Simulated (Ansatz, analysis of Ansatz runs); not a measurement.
# Cs2MnF5 (P4/mmm): a line between two Mn sites for an added hole

Aim: the energy barrier that a trapped hole meets when it moves from one Mn atom to another one nearby in Cs2MnF5 (P4/mmm). The model is a cell of 48 host atoms.

Main program and level: Ansatz 0.2.0; plane-wave PAW DFT, PBEsol+U; relaxation of all atoms of a supercell at fixed charge in a uniform background; PAW set soft_1.

### Step 1. The structure

The cell holds 48 atoms: 12 Cs, 6 Mn and 30 F. Its edges and angles: a = 8.950 Å, b = 8.950 Å, c = 12.807 Å, α = 90.0°, β = 90.0°, γ = 90.0°. It derives from Cs2MnF5 (space group P4/mmm). Nearest the centre at fractional (0.500, 0.500, 0.500): F30 at 0.00 Å, Mn22 at 2.13 Å, Mn38 at 2.13 Å, F23 at 2.84 Å, F26 at 2.84 Å, F32 at 2.84 Å, F28 at 2.84 Å, F39 at 2.84 Å.

Hubbard terms: Mn d 4.5 eV. They were chosen, not fitted, to curb self-interaction in the shells named, the trial site's among them. The two sites are Mn38 and Mn22. The cell's shortest repeat is 9.0 Å. The host's moments were started ferromagnetic, high spin; both sites carry the same spin direction.

### Step 2. The cell without the carrier

The neutral cell is relaxed first, from small random displacements, so that bond lengths and moments with the carrier can be set beside those of a relaxed cell without it.

neutral.relax/input.yaml reads:

```yaml
crystal:
  lattice:
    - [6.32862502, 6.32862502, 0.0]
    - [-6.32862502, 6.32862502, 0.0]
    - [0.0, 0.0, 12.80661846]
  atoms:
    - { symbol: Cs, position: [0.25, 0.25, 0.166667] }
    - { symbol: Cs, position: [0.75, 0.75, 0.166667] }
    - { symbol: Cs, position: [0.25, 0.75, 0.166667] }
    - { symbol: Cs, position: [0.75, 0.25, 0.166667] }
    - { symbol: Mn, position: [0.0, 0.0, 0.0], spin: 4.0 }
    - { symbol: Mn, position: [0.5, 0.5, 0.0], spin: 4.0 }
    - { symbol: F, position: [0.290849, 0.5, 0.0] }
    - { symbol: F, position: [0.790849, 0.0, 0.0] }
    - { symbol: F, position: [0.0, 0.790849, 0.0] }
    - { symbol: F, position: [0.5, 0.290849, 0.0] }
    - { symbol: F, position: [0.0, 0.209151, 0.0] }
    - { symbol: F, position: [0.5, 0.709151, 0.0] }
    - { symbol: F, position: [0.0, 0.0, 0.166667] }
    - { symbol: F, position: [0.5, 0.5, 0.166667] }
    - { symbol: F, position: [0.209151, 0.0, 0.0] }
    - { symbol: F, position: [0.709151, 0.5, 0.0] }
    - { symbol: Cs, position: [0.25, 0.25, 0.5] }
    - { symbol: Cs, position: [0.75, 0.75, 0.5] }
    - { symbol: Cs, position: [0.25, 0.75, 0.5] }
    - { symbol: Cs, position: [0.75, 0.25, 0.5] }
    - { symbol: Mn, position: [0.0, 0.0, 0.333333], spin: 4.0 }
    - { symbol: Mn, position: [0.5, 0.5, 0.333333], spin: 4.0 }
    - { symbol: F, position: [0.290849, 0.5, 0.333333] }
    - { symbol: F, position: [0.790849, 0.0, 0.333333] }
    - { symbol: F, position: [0.0, 0.790849, 0.333333] }
    - { symbol: F, position: [0.5, 0.290849, 0.333333] }
    - { symbol: F, position: [0.0, 0.209151, 0.333333] }
    - { symbol: F, position: [0.5, 0.709151, 0.333333] }
    - { symbol: F, position: [0.0, 0.0, 0.5] }
    - { symbol: F, position: [0.5, 0.5, 0.5] }
    - { symbol: F, position: [0.209151, 0.0, 0.333333] }
    - { symbol: F, position: [0.709151, 0.5, 0.333333] }
    - { symbol: Cs, position: [0.25, 0.25, 0.833333] }
    - { symbol: Cs, position: [0.75, 0.75, 0.833333] }
    - { symbol: Cs, position: [0.25, 0.75, 0.833333] }
    - { symbol: Cs, position: [0.75, 0.25, 0.833333] }
    - { symbol: Mn, position: [0.0, 0.0, 0.666667], spin: 4.0 }
    - { symbol: Mn, position: [0.5, 0.5, 0.666667], spin: 4.0 }
    - { symbol: F, position: [0.290849, 0.5, 0.666667] }
    - { symbol: F, position: [0.790849, 0.0, 0.666667] }
    - { symbol: F, position: [0.0, 0.790849, 0.666667] }
    - { symbol: F, position: [0.5, 0.290849, 0.666667] }
    - { symbol: F, position: [0.0, 0.209151, 0.666667] }
    - { symbol: F, position: [0.5, 0.709151, 0.666667] }
    - { symbol: F, position: [0.0, 0.0, 0.833333] }
    - { symbol: F, position: [0.5, 0.5, 0.833333] }
    - { symbol: F, position: [0.209151, 0.0, 0.666667] }
    - { symbol: F, position: [0.709151, 0.5, 0.666667] }
basis:
  ecutwfc: 420
  xc_grid: 2
hamiltonian:
  xc: pbesol
  hubbard:
    sites: [{ species: Mn, l: d, u_eff: 4.5 }]
    projectors: ortho-atomic
  pseudopotentials: { kind: paw, azcp: { folder: soft_1 }, xc_functional: pbe }
kpoints:
  mp_grid: { grid: [1, 1, 1] }
magnetization:
  spin_polarized: true
  initial_magnetization: 24
  spin_locking: { lock_magnetization: hard }
scf:
  occupations: { method: fermi_dirac, width: 0.01 }
  max_iter: 120
  lower_state_search: "off"
output:
  forces: true
relax:
  f_tol: 0.02
  max_steps: 70
  random_displacement: { amplitude: 0.04, seed: 4796 }
checkpoint:
  write: "../neutral.relax.run"
  compress: false
  write_wavefunctions: true
  write_every: 100000
```

Launch:

```bash
$ ansatz run input.yaml --threads 4 --pin off --max-ram 9420MiB --backend cpu --events-out ev --progress --plain --runs-dir out
```

Numbers of over 12 decimals in the logs are rounded to 6 here.

Log:

```text
[... repeated set-up lines and file paths are left out, and long positions are rounded to six places ...]
Engine: ansatz 0.2.0, aarch64-unknown-linux-gnu
Pseudopotentials: kind: paw
Pseudopotential: Cs, paw, valence charge 9, recommended cutoff 420 eV (normal), soft_1/Cs.paw.azcp
Pseudopotential: Mn, paw, valence charge 15, recommended cutoff 420 eV (normal), soft_1/Mn.paw.azcp
Pseudopotential: F, paw, valence charge 7, recommended cutoff 420 eV (normal), soft_1/F.paw.azcp
Functional definition: PBEsol
  exchange = pbesol_x
  correlation = pbesol_c
Crystal: 48 atoms, lattice volume = 1025.848 Å³
Basis set: ecut = 420 eV, 20003 PW (Γ), exchange–correlation on 120×120×180 points (8 copies of the dense FFT grid, shifted against one another)
Bands: 264, of which v1, the nominal top of the filled ones, is band 204 counted from 1 (203 counted from 0)
Symmetry: 1 space group operations
k-points: 1
Non-local potential: Cs, projectors of the file, l = 0: 3, l = 1: 2, l = 2: 2, l = 3: 2
Non-local potential: Mn, projectors of the file, l = 0: 3, l = 1: 2, l = 2: 3, l = 3: 1
Non-local potential: F, projectors of the file, l = 0: 2, l = 1: 2, l = 2: 1
PAW form: soft (Blöchl's): semilocal exchange-correlation on the pseudo side does not see the compensation charge
PAW frozen core: Cs, regenerated for the run's functional, and the local potential with it (the file was generated under x = pbe(κ = 0.804, μ = 0.219515), c = pbe(β = 0.066725))
PAW frozen core: Mn, regenerated for the run's functional, and the local potential with it (the file was generated under x = pbe(κ = 0.804, μ = 0.219515), c = pbe(β = 0.066725))
[...]
atom  32  F     -0.00000949    -0.00006977     0.00120979
  [... 5 atoms left out ...]
  atom  38  Mn    -0.00005765    -0.00006553    -0.00034427
  atom  39  F     -0.00006566    -0.00006654     0.00016261
  [... 2 atoms left out ...]
  atom  42  F     -0.00016906     0.00028531    -0.00034887
  [... 1 atom left out ...]
  atom  44  F     -0.00029264    -0.00017692    -0.00027901
  [... 4 atoms left out ...]
  max |Σ_I F_I| component: 6.17e-5 eV/Å
--- Band table (eV) ---
  k-point 0 ↑: bands = ["-77.9594", "-77.9593", "-77.9593", "-77.9592", [... 256 left out ...] "12.2209", "12.2227", "12.3763", "12.3764"]
  k-point 0 ↓: bands = ["-73.6847", "-73.6846", "-73.6846", "-73.6845", [... 256 left out ...] "12.2538", "12.3821", "12.3822", "12.5151"]
Occupation matrices written to <dir>
--- Relaxed structure (5 steps of the walk, 5 accepted, 0 SCFs on fresh bases) ---
  F+E_penalty+E_count = -114291.79414241 eV   max|allowed force component| = 1.211e-3 eV/Å
  atoms:
    - { symbol: Cs, position: [0.250433, 0.249759, 0.167297] }
    - { symbol: Cs, position: [0.750641, 0.749562, 0.167247] }
    [... 19 atoms left out ...]
    - { symbol: Mn, position: [0.500704, 0.499647, 0.333942] }
    - { symbol: F, position: [0.291356, 0.499736, 0.334181] }
    [... 2 atoms left out ...]
    - { symbol: F, position: [0.500622, 0.290310, 0.334006] }
    [... 1 atom left out ...]
    - { symbol: F, position: [0.500805, 0.708989, 0.333870] }
    [... 1 atom left out ...]
    - { symbol: F, position: [0.501131, 0.499789, 0.500618] }
    [... 1 atom left out ...]
    - { symbol: F, position: [0.710044, 0.499559, 0.333686] }
    [... 5 atoms left out ...]
    - { symbol: Mn, position: [0.500886, 0.499582, 0.667292] }
    - { symbol: F, position: [0.291554, 0.499722, 0.667222] }
    [... 2 atoms left out ...]
    - { symbol: F, position: [0.500737, 0.290239, 0.667218] }
    [... 1 atom left out ...]
    - { symbol: F, position: [0.501020, 0.708927, 0.667382] }
    [... 4 atoms left out ...]
[key lines of the parts left out:]
SCF converged after 7 iterations
Magnetization: 24.0000 μB (216.0000 up, 192.0000 down)
Free energy (F): -114291.794142 eV
Fermi energy:    4.072282 (↑ 4.072282, ↓ 4.310447) eV
```

It took 70 s on 4 threads of Arm Neoverse V1, shared host; peak memory 1.7 GiB; 4.6 min of CPU time.

The largest displacement from an ideal site is 0.005 Å.

### Step 3. The hole on the first site

The nearest neighbour or neighbours of the site start displaced and the site's starting moment is changed by the carrier's spin, since a carrier doesn't trap itself in the undistorted lattice.

A.relax/input.yaml reads:

```yaml
crystal:
  lattice:
    - [6.32862502, 6.32862502, 0.0]
    - [-6.32862502, 6.32862502, 0.0]
    - [0.0, 0.0, 12.80661846]
  atoms:
    - { symbol: Cs, position: [0.250433, 0.249759, 0.167297] }
    - { symbol: Cs, position: [0.750641, 0.749562, 0.167247] }
    - { symbol: Cs, position: [0.250564, 0.749513, 0.167297] }
    - { symbol: Cs, position: [0.750394, 0.249341, 0.16728] }
    - { symbol: Mn, position: [0.000662, -0.000505, 0.000627], spin: 4.0 }
    - { symbol: Mn, position: [0.500609, 0.499509, 0.000625], spin: 4.0 }
    - { symbol: F, position: [0.291257, 0.499615, 0.000455] }
    - { symbol: F, position: [0.791317, -0.000618, 0.000407] }
    - { symbol: F, position: [0.000762, 0.790145, 0.000648] }
    - { symbol: F, position: [0.500512, 0.290165, 0.000656] }
    - { symbol: F, position: [0.000541, 0.208832, 0.000611] }
    - { symbol: F, position: [0.500733, 0.708849, 0.000599] }
    - { symbol: F, position: [0.000232, -0.000516, 0.167294] }
    - { symbol: F, position: [0.50019, 0.499539, 0.167279] }
    - { symbol: F, position: [0.209997, -0.000393, 0.000847] }
    - { symbol: F, position: [0.709952, 0.499404, 0.000799] }
    - { symbol: Cs, position: [0.250708, 0.24974, 0.500601] }
    - { symbol: Cs, position: [0.750945, 0.749522, 0.500611] }
    - { symbol: Cs, position: [0.251059, 0.7499, 0.5006] }
    - { symbol: Cs, position: [0.750862, 0.249699, 0.500631] }
    - { symbol: Mn, position: [0.000637, -0.00031, 0.33396], spin: 4.0 }
    - { symbol: Mn, position: [0.500704, 0.499647, 0.333942], spin: 4.0 }
    - { symbol: F, position: [0.291356, 0.499736, 0.334181] }
    - { symbol: F, position: [0.791295, -0.000387, 0.334139] }
    - { symbol: F, position: [0.000729, 0.790351, 0.334083] }
    - { symbol: F, position: [0.500622, 0.29031, 0.334006] }
    - { symbol: F, position: [0.000573, 0.209037, 0.333835] }
    - { symbol: F, position: [0.500805, 0.708989, 0.33387] }
    - { symbol: F, position: [0.000901, -3.9e-05, 0.500624] }
    - { symbol: F, position: [0.501131, 0.499789, 0.508427] }
    - { symbol: F, position: [0.209979, -0.000238, 0.333797] }
    - { symbol: F, position: [0.710044, 0.499559, 0.333686] }
    - { symbol: Cs, position: [0.250688, 0.249628, 0.833945] }
    - { symbol: Cs, position: [0.75101, 0.749288, 0.833954] }
    - { symbol: Cs, position: [0.250934, 0.749705, 0.833944] }
    - { symbol: Cs, position: [0.750623, 0.249414, 0.833967] }
    - { symbol: Mn, position: [0.000881, -0.000381, 0.667289], spin: 4.0 }
    - { symbol: Mn, position: [0.500886, 0.499582, 0.667292], spin: 3.0 }
    - { symbol: F, position: [0.302773, 0.499722, 0.667222] }
    - { symbol: F, position: [0.791553, -0.00051, 0.667329] }
    - { symbol: F, position: [0.00099, 0.790269, 0.66712] }
    - { symbol: F, position: [0.500737, 0.301458, 0.667218] }
    - { symbol: F, position: [0.000747, 0.208972, 0.667437] }
    - { symbol: F, position: [0.50102, 0.697708, 0.667382] }
    - { symbol: F, position: [0.001067, -0.000612, 0.833956] }
    - { symbol: F, position: [0.500872, 0.499423, 0.826151] }
    - { symbol: F, position: [0.210225, -0.000273, 0.66724] }
    - { symbol: F, position: [0.699015, 0.499436, 0.667365] }
total_charge: 1
basis:
  ecutwfc: 420
  xc_grid: 2
hamiltonian:
  xc: pbesol
  hubbard:
    sites: [{ species: Mn, l: d, u_eff: 4.5 }]
    projectors: ortho-atomic
  pseudopotentials: { kind: paw, azcp: { folder: soft_1 }, xc_functional: pbe }
kpoints:
  mp_grid: { grid: [1, 1, 1] }
magnetization:
  spin_polarized: true
  initial_magnetization: 23
  spin_locking: { lock_magnetization: hard }
scf:
  occupations: { method: fermi_dirac, width: 0.01 }
  max_iter: 120
  lower_state_search: "off"
output:
  forces: true
relax:
  f_tol: 0.015
  max_steps: 70
  escape_saddle: false
checkpoint:
  write: "../A.relax.run"
  compress: false
  write_wavefunctions: true
  write_every: 100000
```

Log:

```text
[...]
Crystal: 48 atoms, lattice volume = 1025.848 Å³
Basis set: ecut = 420 eV, 20003 PW (Γ), exchange–correlation on 120×120×180 points (8 copies of the dense FFT grid, shifted against one another)
Bands: 263, of which v1, the nominal top of the filled ones, is band 204 counted from 1 (203 counted from 0)
Symmetry: 1 space group operations
[...]
k-points: 1
[...]
Starting moments: Σ|m| = 23 μB on 6 of 48 sites
[...]
SCF iter   1: F=—  HF=-114387.514515 eV  |F-HF|=—  |Δ(HF+E_count)|=         —  Δρ=2.40e-1 (↑1.06e-1 ↓2.40e-1)  dr2=1.20e3  dr2_m=5.05e1  M=23.000 μB ∫|m|=23.493 μB  β_m=0.30  ethr=3.10e-3  ⟨swp⟩=6.0  Hψ=2063  notcnv=0  defer=22
[...]
SCF iter  23: F=-114294.687551 eV  HF=-114294.687552 eV  |F-HF|=1.72e-6  |Δ(HF+E_count)|=   2.97e-7  Δρ=1.10e-5 (↑1.10e-5 ↓1.49e-6)  dr2=2.10e-6  dr2_m=2.65e-7  M=23.000 μB ∫|m|=24.699 μB  ethr=1.38e-9  ⟨swp⟩=2.0  Hψ=1052  notcnv=0
SCF 1 converged in 23 iterations: F = -114294.687551 eV  dr2 = 2.10e-6
[...]
relax step   1: F+E_penalty+E_count = -114294.68755074 eV  Δ(F+E_penalty+E_count) = +0.000e0 eV  max|allowed force component| = 8.789e-1 eV/Å  Δτ_max = 0.0000 Å  (23 SCF iters, dr2 threshold 5.63e-6 eV, accepted)
[...]
relax step   2: F+E_penalty+E_count = -114294.87827398 eV  Δ(F+E_penalty+E_count) = -1.907e-1 eV  max|allowed force component| = 1.182e0 eV/Å  Δτ_max = 0.1263 Å  (9 SCF iters, dr2 threshold 4.83e-5 eV, accepted)
relax step   3: F+E_penalty+E_count = -114295.05640841 eV  Δ(F+E_penalty+E_count) = -1.781e-1 eV  max|allowed force component| = 9.516e-1 eV/Å  Δτ_max = 0.0616 Å  (7 SCF iters, dr2 threshold 8.73e-5 eV, accepted)
relax step   4: F+E_penalty+E_count = -114295.01974508 eV  Δ(F+E_penalty+E_count) = +3.666e-2 eV  max|allowed force component| = 1.650e0 eV/Å  Δτ_max = 0.1825 Å  (7 SCF iters, dr2 threshold 1.00e-4 eV, rejected (line search))
relax step   5: F+E_penalty+E_count = -114295.13303058 eV  Δ(F+E_penalty+E_count) = -7.662e-2 eV  max|allowed force component| = 5.538e-1 eV/Å  Δτ_max = 0.0912 Å  (11 SCF iters, accepted)
relax step   6: F+E_penalty+E_count = -114295.17240584 eV  Δ(F+E_penalty+E_count) = -3.938e-2 eV  max|allowed force component| = 1.948e-1 eV/Å  Δτ_max = 0.0511 Å  (5 SCF iters, dr2 threshold 1.00e-4 eV, accepted)
relax step   7: F+E_penalty+E_count = -114295.18436924 eV  Δ(F+E_penalty+E_count) = -1.196e-2 eV  max|allowed force component| = 3.524e-2 eV/Å  Δτ_max = 0.0204 Å  (6 SCF iters, dr2 threshold 4.70e-6 eV, accepted)
relax step   8: F+E_penalty+E_count = -114295.18471687 eV  Δ(F+E_penalty+E_count) = -3.476e-4 eV  max|allowed force component| = 1.711e-2 eV/Å  Δτ_max = 0.0033 Å  (7 SCF iters, accepted)
SCF iter   1: F=—  HF=-114295.184853 eV  |F-HF|=—  |Δ(HF+E_count)|=         —  Δρ=4.59e-5 (↑4.59e-5 ↓4.14e-5)  dr2=3.52e-5  dr2_m=6.41e-6  M=23.000 μB ∫|m|=24.565 μB  β_m=0.30  ethr=1.50e-7  ⟨swp⟩=4.5  Hψ=1200  notcnv=0  defer=87
[...]
SCF iter   5: F=-114295.184776 eV  HF=-114295.184776 eV  |F-HF|=2.65e-8  |Δ(HF+E_count)|=   2.93e-8  Δρ=1.51e-6 (↑1.34e-6 ↓1.51e-6)  dr2=7.86e-8  dr2_m=1.64e-9  M=23.000 μB ∫|m|=24.565 μB  ethr=2.46e-11  ⟨swp⟩=3.0  Hψ=1348  notcnv=0
SCF 9 converged in 5 iterations: F = -114295.184776 eV  dr2 = 7.86e-8
relax step   9: F+E_penalty+E_count = -114295.18477559 eV  Δ(F+E_penalty+E_count) = -5.872e-5 eV  max|allowed force component| = 5.652e-3 eV/Å  Δτ_max = 0.0009 Å  (5 SCF iters, accepted)
NSCF: frozen V_eff on 1 k-points
[...]
SCF converged after 5 iterations
Magnetization: 23.0000 μB (215.0000 up, 192.0000 down)
Absolute magnetization: 24.6442 μB (∫|ρ↑−ρ↓|, with the PAW one-centre terms)
[...]
Per-site moments (μB) at R_I (Å): [(0.00043359, 1.276265), (0.000433832, 1.276380), (0.000433662, 1.276283), [... 45 left out ...]
Free energy (F): -114295.184776 eV
[...]
Internal energy: -114295.184776 eV  (E = F + TS)
E sigma→0 (E₀):  -114295.184776 eV
Fermi energy:    3.647391 (↑ 3.647391, ↓ 3.453228) eV
[...]
--- Forces (eV/Å), atoms counted from 1 ---
  atom   1  Cs     0.00002156    -0.00245525     0.00004975
  atom   2  Cs     0.00001786     0.00212476     0.00007910
  [... 19 atoms left out ...]
  atom  22  Mn    -0.00020708    -0.00009786    -0.00209081
  atom  23  F     -0.00025529    -0.00030813     0.00105660
  [... 2 atoms left out ...]
  atom  26  F      0.00032169    -0.00037312     0.00105154
  [... 1 atom left out ...]
  atom  28  F     -0.00036674     0.00028262     0.00103142
  [... 1 atom left out ...]
  atom  30  F     -0.00007211    -0.00016732    -0.00452626
  [... 7 atoms left out ...]
  atom  38  Mn     0.00028655     0.00031799    -0.00022210
  atom  39  F     -0.00005750    -0.00009372     0.00018442
  [... 2 atoms left out ...]
  atom  42  F     -0.00001841     0.00001167     0.00016294
  [... 1 atom left out ...]
  atom  44  F     -0.00001848    -0.00007546     0.00012801
  [... 3 atoms left out ...]
  atom  48  F     -0.00014842    -0.00009554     0.00010576
  max |Σ_I F_I| component: 5.38e-5 eV/Å
--- Band table (eV) ---
[...]
Occupation matrices written to <dir>
--- Relaxed structure (9 steps of the walk, 8 accepted, 0 SCFs on fresh bases) ---
  F+E_penalty+E_count = -114295.18477559 eV   max|allowed force component| = 5.652e-3 eV/Å
  atoms:
    - { symbol: Cs, position: [0.248879, 0.247881, 0.167282] }
    - { symbol: Cs, position: [0.752560, 0.751325, 0.167282] }
    [... 19 atoms left out ...]
    - { symbol: Mn, position: [0.500730, 0.499595, 0.332892] }
    - { symbol: F, position: [0.293856, 0.499650, 0.339581] }
    [... 2 atoms left out ...]
    - { symbol: F, position: [0.500681, 0.292722, 0.339563] }
    [... 1 atom left out ...]
    - { symbol: F, position: [0.500787, 0.706469, 0.339553] }
    [... 1 atom left out ...]
    - { symbol: F, position: [0.500768, 0.499612, 0.523190] }
    [... 7 atoms left out ...]
    - { symbol: Mn, position: [0.500747, 0.499591, 0.667299] }
    - { symbol: F, position: [0.297369, 0.499652, 0.667285] }
    [... 2 atoms left out ...]
    - { symbol: F, position: [0.500687, 0.296212, 0.667283] }
    [... 1 atom left out ...]
    - { symbol: F, position: [0.500808, 0.702972, 0.667308] }
    [... 3 atoms left out ...]
    - { symbol: F, position: [0.704128, 0.499531, 0.667306] }
```

Elapsed: 2 min, on 4 threads; peak memory 1.8 GiB; 7.8 min of CPU time.

Step by step:

```
step  energy less that of the first step (eV)  largest force component (eV/Å)
   1                                   0.0000                          0.8789
   2                                  -0.1907                          1.1819
   3                                  -0.3689                          0.9516
   4                                  -0.3322                          1.6503
   5                                  -0.4455                          0.5538
   6                                  -0.4849                          0.1948
   7                                  -0.4968                          0.0352
   8                                  -0.4972                          0.0171
   9                                  -0.4972                          0.0057
```

Relaxation step 4 was tried and not accepted.

The atoms that moved most (Å):

```
atom      dx      dy      dz  length
 F30  -0.001  -0.003   0.189   0.189
 F46  -0.002   0.000  -0.189   0.189
 F32  -0.015  -0.016   0.075   0.078
 F16  -0.016  -0.014  -0.074   0.077
 F28   0.016  -0.016   0.073   0.076
 F10  -0.015   0.017  -0.072   0.076
Cs35  -0.072  -0.001   0.023   0.075
Cs17   0.000  -0.071  -0.022   0.075
```

The moves above count from the input, in which the site's nearest neighbours were already displaced; the distances below compare with the cell without the carrier.

Distances from Mn38 without and with the hole:

```
atom  without (Å)  with (Å)
 F39         1.87      1.82
 F42         1.87      1.82
 F44         1.87      1.82
 F48         1.87      1.82
 F30         2.13      1.85
 F46         2.13      1.85
```

The largest changes of the moments are -0.71 μB on Mn38, -0.09 μB on F30 and -0.09 μB on F46. The largest part sits on the chosen site.

[end of part 1 of 2]

[Logs are printed without paths, hosts, clocks, repeated set-up lines and the standing remarks that a program may print on its own settings, such as how far it seeks lower states.]

[Hosts, paths, dates, database ids (printed as entryN), source tags and the programs' standing remarks are cut or masked in the printed files.]
